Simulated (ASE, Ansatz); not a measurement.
# Twisted Zr2CO2 MXene alternating trilayer, 87.80° (195 atoms): support functions against a reference, part 2 of 2

Wanted: errors and times of a linear-scaling basis for twisted Zr2CO2 MXene alternating trilayer, 87.80° (195 atoms). A setting counts as converged where the r.m.s. difference of forces stays under 1 % of the r.m.s. force.

Ansatz 0.2.0; Kohn-Sham DFT, r2SCAN+D4, PAW (set soft_2), plane waves.

The cell: 39 C, 78 Zr and 78 O. Beside vacuum, support functions can miss their usual error bounds without a warning.

So far. Step 2 (Plane-wave single point): Mean intrinsic-atomic-orbital charges: C -1.01, O -0.72, Zr +1.23 e.

## Step 3: Local order (continued)

Local excerpt of 8 atoms (numbers count through the whole input) about Zr57, which bears the longest force; x, y, z are measured from there.

| atom | x | y | z | distance (Å) | bonds | intrinsic-atomic-orbital charge (e) | Fx | Fy | Fz (eV/Å) |
| --- | --- | --- | --- | --- | --- | --- | --- | --- | --- |
| Zr57 | 0.00 | 0.00 | 0.00 | 0.00 | 6 | 1.22 | 0.55 | -0.67 | 1.19 |
| O64 | 0.48 | 1.82 | 0.94 | 2.10 | 3 | -0.70 | 0.00 | 0.23 | -0.39 |
| O44 | -1.83 | -0.54 | 0.96 | 2.13 | 3 | -0.72 | -0.05 | 0.14 | -0.54 |
| O59 | 1.41 | -1.33 | 0.95 | 2.16 | 3 | -0.73 | -0.25 | -0.14 | -0.70 |
| C61 | -1.35 | 1.31 | -1.36 | 2.32 | 6 | -1.01 | -0.03 | 0.05 | 0.12 |
| C11 | 1.85 | 0.51 | -1.35 | 2.34 | 6 | -1.01 | 0.02 | 0.29 | -0.24 |
| C56 | -0.45 | -1.88 | -1.36 | 2.36 | 6 | -1.01 | 0.13 | 0.21 | -0.18 |
| Zr62 | -0.89 | 3.15 | 0.02 | 3.27 | 6 | 1.22 | -0.37 | 0.44 | 0.90 |

The column of bonds counts only the pairs O-Zr within 2.82 Å, Zr-C within 2.81 Å; other neighbours, such as metal atoms beside each other in a compound, aren't counted, and periodic images can show an atom twice.

## Step 4: Support functions medium

With localised support functions most steps grow linearly with size, though the diagonalisation grows faster unless the density matrix is cut; this run measures error and cost at this size.

This step: Kohn-Sham DFT, r2SCAN+D4, PAW (set soft_2), localised support functions (medium) (Ansatz 0.2.0).

The input, input.yaml:

```yaml
crystal:
  lattice:
    - [11.9344, 0.0, 0.0]
    - [-5.9672, 10.33549, 0.0]
    - [0.0, 0.0, 31.49]
  atoms:
    [... the 195 atom lines of step 2 ...]
kpoints:
  mp_grid: { grid: [3, 3, 1] }
hamiltonian:
  xc: r2scan
  dispersion: d4
scf:
  occupations: { method: fermi_dirac, width: 0.025 }
  eigensolver: { kind: { support_functions: { accuracy: medium } } }
  mixing: { beta: 0.2 }
  max_iter: 150
output:
  forces: true
  eigenvalues: true
```

The run is started by

```console
$ ansatz run input.yaml --threads 32 --pin off --max-ram 143360MiB --backend cuda --events-out ev --progress --plain --runs-dir out
```

Numbers of over 12 decimals in the logs are rounded to 6 here.

What it wrote:

```text
Warning: scf.eigensolver.kind.support_functions: disabling space-group detection — the functions' gradient is summed over unrotated k-points, so no spatial operation reduces the k-mesh or symmetrises the density; time reversal is kept, so that k and −k are solved as one point where they differ and the mesh holds both, and exact exchange and, on two spinor components, a DFT+U term hold to it where the run has them: [...]
settings of this run that can trade accuracy for cost: scf.eigensolver.kind.support_functions [...]
[...]
GPU FFT provider: cuFFT
GPU libraries: cuBLAS 13.8.1, cuFFT 12.4.0, cuSOLVER 12.3.2
[...]
Crystal: 195 atoms, lattice volume = 3884.224 Å³
Basis set: ecut = 500 eV, 98587 PW (Γ), exchange–correlation on 324×324×864 points (27 copies of the dense FFT grid, shifted against one another)
Bands: 936, of which v1, the nominal top of the filled ones, is band 780 counted from 1 (779 counted from 0)
Symmetry: 1 space group operations
k-points: 5 of 9 (time reversal used)
[...]
GPU buffer pool allocated for 3359232 grid points (all kernels)
[...]
SCF iter   1: F=—  HF=-381797.983719 eV  |F-HF|=—  |Δ(HF+E_count)|=         —  Δρ=1.48e-1  dr2=1.05e3  dr2_τ=9.11e1  ethr=1.00e-1
[...]
SCF iter  20: F=-381660.329123 eV  HF=-381660.329064 eV  |F-HF|=5.88e-5  |Δ(HF+E_count)|=   3.42e-5  Δρ=1.10e-5  dr2=2.99e-6  dr2_τ=1.27e-8  ethr=3.05e-10
SCF 1 converged in 20 iterations: F = -381660.349069 eV  dr2 = 2.99e-6
[...]
SCF converged after 20 iterations
Stability not checked: this state was not tested for a lower state beside it, because the mixer in use, unlike msr1, does not test its closes by its own steps (another_mixer; see scf.mixing.algorithm and scf.lower_state_search)
Free energy (F): -381660.349069 eV
[...]
Internal energy: -381660.349069 eV  (E = F + TS)
E sigma→0 (E₀):  -381660.349069 eV
Fermi energy:    6.465475 eV
[...]
--- Forces (eV/Å), atoms counted from 1 ---
[... 195 lines of forces left out ...]
  max |Σ_I F_I| component: 2.46e-3 eV/Å
--- Band table (eV; the first three rows and the last of 5) ---
```

Wall time 31 s (1 × NVIDIA GB200 with 32 threads of Arm Neoverse V2, shared host); peak memory 3.1 GiB.

That memory is the host's; the program planned up to 21.4 GiB on the GPU.

The program notes that the band table was not solved further than the SCF left it and it switched symmetry off.

Keys that differ from the reference: support_functions.accuracy = "medium", scf.max_iter = 150 and scf.mixing.beta = 0.2.

Forces differ from the reference by 1.2 meV/Å r.m.s., 0.26 % of their size, well within a tolerance of 1 %; the energy by -5.3 meV/atom. It took 31 s and 20 cycles; the reference's time can't be set against it, since the two runs asked for unlike analyses.

## Step 5: Cost against change

Each row is set against the plane-wave reference (Kohn-Sham DFT, r2SCAN+D4, PAW (set soft_2), plane waves; r.m.s. force component 0.446 eV/Å). Energies are set beside the reference only for runs with its functional, potentials and electron count. Times are for 1 × NVIDIA GB200 with 32 threads of Arm Neoverse V2, shared host. The reference's time includes the DOS, which some other runs skip.

| run | Δ force, r.m.s. (meV/Å) | share of r.m.s. force (%) | Δ energy (meV/atom) | Δ gap (eV) | cycles | time | host memory (GiB) | planned on the GPU (GiB) |
| --- | --- | --- | --- | --- | --- | --- | --- | --- |
| reference | - | - | - | - | 11 | 21 s | 11 | 135 |
| support functions medium | 1.16 | 0.261 | -5.34 | 4.0e-4 | 20 | 31 s | 3.1 | 21 |

## Step 6: What came out

- free energy per atom: -1957.2272 eV/atom
- r.m.s. force component: 0.4456 eV/Å
- gap (highest filled to lowest empty level): 1.287 eV
- wall time of the 2 DFT runs: 52 s

Against plane waves at 500 eV, the forces differ by 1.2 meV/Å (0.26 %) with support functions medium. At 195 atoms the run with support functions medium takes roughly 1.5 times the time of plane waves (whose run also made extra analyses, so the like-for-like ratio is larger), in 20 SCF cycles against 11. Differences between support functions and plane waves include what basis error the plane-wave run still has.

Between filled and empty levels lie 1.29 eV (on the run's k-points); a semilocal functional tends to put such gaps too low. Counting bonds as in the table, all C atoms have 6, all O atoms have 3 and all Zr atoms have 6 bonded neighbours.

What to keep in mind: The geometry was built by rule, was displaced at random and isn't relaxed at this level: its force components are 0.45 eV/Å r.m.s.

[Logs are printed without paths, hosts, clocks, repeated set-up lines and the standing remarks that a program may print on its own settings, such as how far it seeks lower states.]

[Hosts, paths, dates, database ids (printed as entryN), source tags and the programs' standing remarks are cut or masked in the printed files.]
